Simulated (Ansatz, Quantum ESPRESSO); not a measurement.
## LiH (Fm-3m): from Born charge to LO-TO splitting

How high does the longitudinal optical mode of LiH (Fm-3m) lie, given the transverse one, the Born charge and ε∞?

Method: DFT PBE, scalar-relativistic, plane waves, GBRV ultrasoft pseudopotentials, in Quantum ESPRESSO 7.5.

The database entry behind the starting cell differs from later determinations by our own check (the deuteride, about 0.2 % short), so it need not match the best structure at ambient conditions.

## (1) The relaxed structure

It takes space group Fm-3m (No. 225, cubic). Conventional cell: a = 4.007 Å, b = 4.007 Å, c = 4.007 Å, α = 90.00°, β = 90.00°, γ = 90.00°. Nearest to Li lie 6 H at 2.00 Å. Nearest to H lie 6 Li at 2.00 Å. Farther neighbours are not listed.

Structure file:

```
Li H
1.0
    -2.00352    0.00000    2.00352
     0.00000    2.00352    2.00352
    -2.00352    2.00352    0.00000
Li H
1 1
Cartesian
  0.0000 0.0000 0.0000
  -2.0035 2.0035 2.0035
```

This is the cell after its relaxation at this level of theory, not the database cell from which that began.

## (2) What the response run gave

A linear-response run on the relaxed cell, with the response to an electric field; only its zone-centre results are used. Cutoff 45 Ry, k mesh 8×8×8.

Output:

```text
[banners, grids, parts of the stress and lines that vanish by symmetry left out]
Program PHONON v.7.5
     Reading xml data from directory:

[...]
Exchange-correlation= PBE
                           (   1   4   3   4   0   0   0)
[...]
kinetic-energy cut-off    =      45.0000  Ry
     charge density cut-off    =     270.0000  Ry
     convergence threshold     =      1.0E-18
[...]
Exchange-correlation= PBE
                           (   1   4   3   4   0   0   0)
[...]
q = (   0.0000000   0.0000000   0.0000000 )
     49 Sym.Ops. (with q -> -q+G )
     G cutoff =  196.0730  (   8099 G-vectors)     FFT grid: ( 30, 30, 30)
     G cutoff =  130.7153  (   4477 G-vectors)  smooth grid: ( 24, 24, 24)
     number of k points=    29
[...]
Mode symmetry, O_h (m-3m)  point group:
[...]
Dielectric constant
[...]
End of electric fields calculation
          Dielectric constant in cartesian axis
          (       4.456274942       0.000000000       0.000000000 )
          (       0.000000000       4.456274942      -0.000000000 )
          (       0.000000000      -0.000000000       4.456274942 )
          Effective charges (d Force / dE) in cartesian axis without acoustic sum rule applied (asr)
           atom    1  Li    Mean Z*:        1.01948
      Ex  (        1.01948       -0.00000        0.00000 )
      Ey  (       -0.00000        1.01948        0.00000 )
      Ez  (        0.00000        0.00000        1.01948 )
           atom    2  H     Mean Z*:       -1.02736
      Ex  (       -1.02736       -0.00000       -0.00000 )
      Ey  (       -0.00000       -1.02736        0.00000 )
      Ez  (       -0.00000        0.00000       -1.02736 )
          Effective charges Sum: Mean:       -0.00788
[...]
Effective charges (d Force / dE) in cartesian axis with asr applied:
           atom    1  Li    Mean Z*:        1.02342
[...]
atom    2  H     Mean Z*:       -1.02342
[...]
Representation #   1 modes #   1   2   3
[...]
End of self-consistent calculation
     Convergence has been achieved
     Representation #   2 modes #   4   5   6
[...]
End of self-consistent calculation
     Convergence has been achieved
[...]
Dielectric constant in cartesian axis
          (       4.456274942       0.000000000       0.000000000 )
          (       0.000000000       4.456274942      -0.000000000 )
          (       0.000000000      -0.000000000       4.456274942 )
          Effective charges (d Force / dE) in cartesian axis without acoustic sum rule applied (asr)
           atom    1  Li    Mean Z*:        1.01948
      Ex  (        1.01948       -0.00000        0.00000 )
      Ey  (       -0.00000        1.01948        0.00000 )
      Ez  (        0.00000        0.00000        1.01948 )
           atom    2  H     Mean Z*:       -1.02736
      Ex  (       -1.02736       -0.00000       -0.00000 )
      Ey  (       -0.00000       -1.02736        0.00000 )
      Ez  (       -0.00000        0.00000       -1.02736 )
          Effective charges Sum: Mean:       -0.00788
[...]
Effective charges (d Force / dE) in cartesian axis with asr applied:
           atom    1  Li    Mean Z*:        1.02342
[...]
atom    2  H     Mean Z*:       -1.02342
[...]
q = (    0.000000000   0.000000000   0.000000000 )
[...]
freq (    1) =       0.222890 [THz] =       7.434798 [cm-1]
     freq (    2) =       0.222890 [THz] =       7.434798 [cm-1]
     freq (    3) =       0.222890 [THz] =       7.434798 [cm-1]
     freq (    4) =      17.510912 [THz] =     584.101150 [cm-1]
     freq (    5) =      17.510912 [THz] =     584.101150 [cm-1]
     freq (    6) =      17.510912 [THz] =     584.101150 [cm-1]
[...]
Mode symmetry, O_h (m-3m)  point group:
     freq (   1-   3) =          7.4  [cm-1]   --> T_1u G_15  G_4- I
     freq (   4-   6) =        584.1  [cm-1]   --> T_1u G_15  G_4- I

   JOB DONE.
```

```csv
quantity,value
cell volume Ω (Å³),16.085
mass of Li (u),6.940
mass of H (u),1.008
"Born charge of Li, raw (e)",1.020
"Born charge of H, raw (e)",-1.027
ε∞,4.456
ω(TO) after the sum rule (cm⁻¹),584.0
```

## (3) The calculation

The charges must sum to zero over the cell; taking off their mean, -0.004 e, leaves Z* = 1.023 e on Li. In the polar mode Li moves against H, so the reduced mass is μ = 6.94 × 1.01 / 7.95 = 0.880 u.

A longitudinal wave builds up a field that adds to the restoring force: ω(LO)² = ω(TO)² + 4π Z*² / (μ Ω ε∞), in Hartree atomic units. With μ = 1604 electron masses and Ω = 108.54 bohr³ the second term is 1.6961e-05 Ha², or 816977 cm⁻² (1 Ha = 219474.6 cm⁻¹).

So ω(LO) = √(341021 + 816977) = 1076.1 cm⁻¹, and by the Lyddane-Sachs-Teller relation ε₀ = ε∞ (ω(LO)/ω(TO))² = 15.13.

## (4) Check against the program

The analysis program adds the same non-analytic term to the full matrix, here for q along (1 0 0).

Output:

```text
[banner, memory and clock lines left out]
Program DYNMAT v.7.5

     Reading Dynamical Matrix from file g.dyn
     ...Force constants read
     ...epsilon and Z* read

     Polarizability (A^3 units)
     multiply by 0.464664 for Clausius-Mossotti correction
         4.423921    0.000000    0.000000
         0.000000    4.423921   -0.000000
         0.000000   -0.000000    4.423921

     IR activities are in (D/A)^2/amu units

# mode   [cm-1]    [THz]      IR
    1     -0.00   -0.0000    0.0000
    2     -0.00   -0.0000    0.0000
    3      0.00    0.0000    0.0000
    4    583.97   17.5071   27.4546
    5    583.97   17.5071   27.4546
    6   1076.09   32.2602   27.4546
```

ε₀ comes from the program's run without a direction of q.

```csv
quantity,by hand,program
ω(LO) (cm⁻¹),1076.1,1076.1
ε₀,15.13,15.13
```

## (5) Summary of results

```json
{"TO mode": "584.0 cm⁻¹", "LO mode": "1076 cm⁻¹", "static dielectric constant": "15.13"}
```

What this shows: The LO mode of LiH (Fm-3m) lies at 1076 cm⁻¹, 492 cm⁻¹ above the TO mode; the formula meets the program within 0.1 cm⁻¹, as it must for a cubic crystal with one polar mode. ω(LO)² − ω(TO)² goes with Z*²/ε∞: an error of 5 % in ε∞ would move the LO mode by 18.2 cm⁻¹, and semilocal functionals tend to overestimate ε∞. These are harmonic values at zero temperature, at the volume of this functional, for the structure held cubic; stability elsewhere in the zone is no part of this calculation.

[Host names and launcher messages were left out of these logs when they were recorded.]

[Logs are printed without paths, hosts, clocks, repeated set-up lines and the standing remarks that a program may print on its own settings, such as how far it seeks lower states.]

[Hosts, paths, dates, database ids (printed as entryN), source tags and the programs' standing remarks are cut or masked in the printed files.]
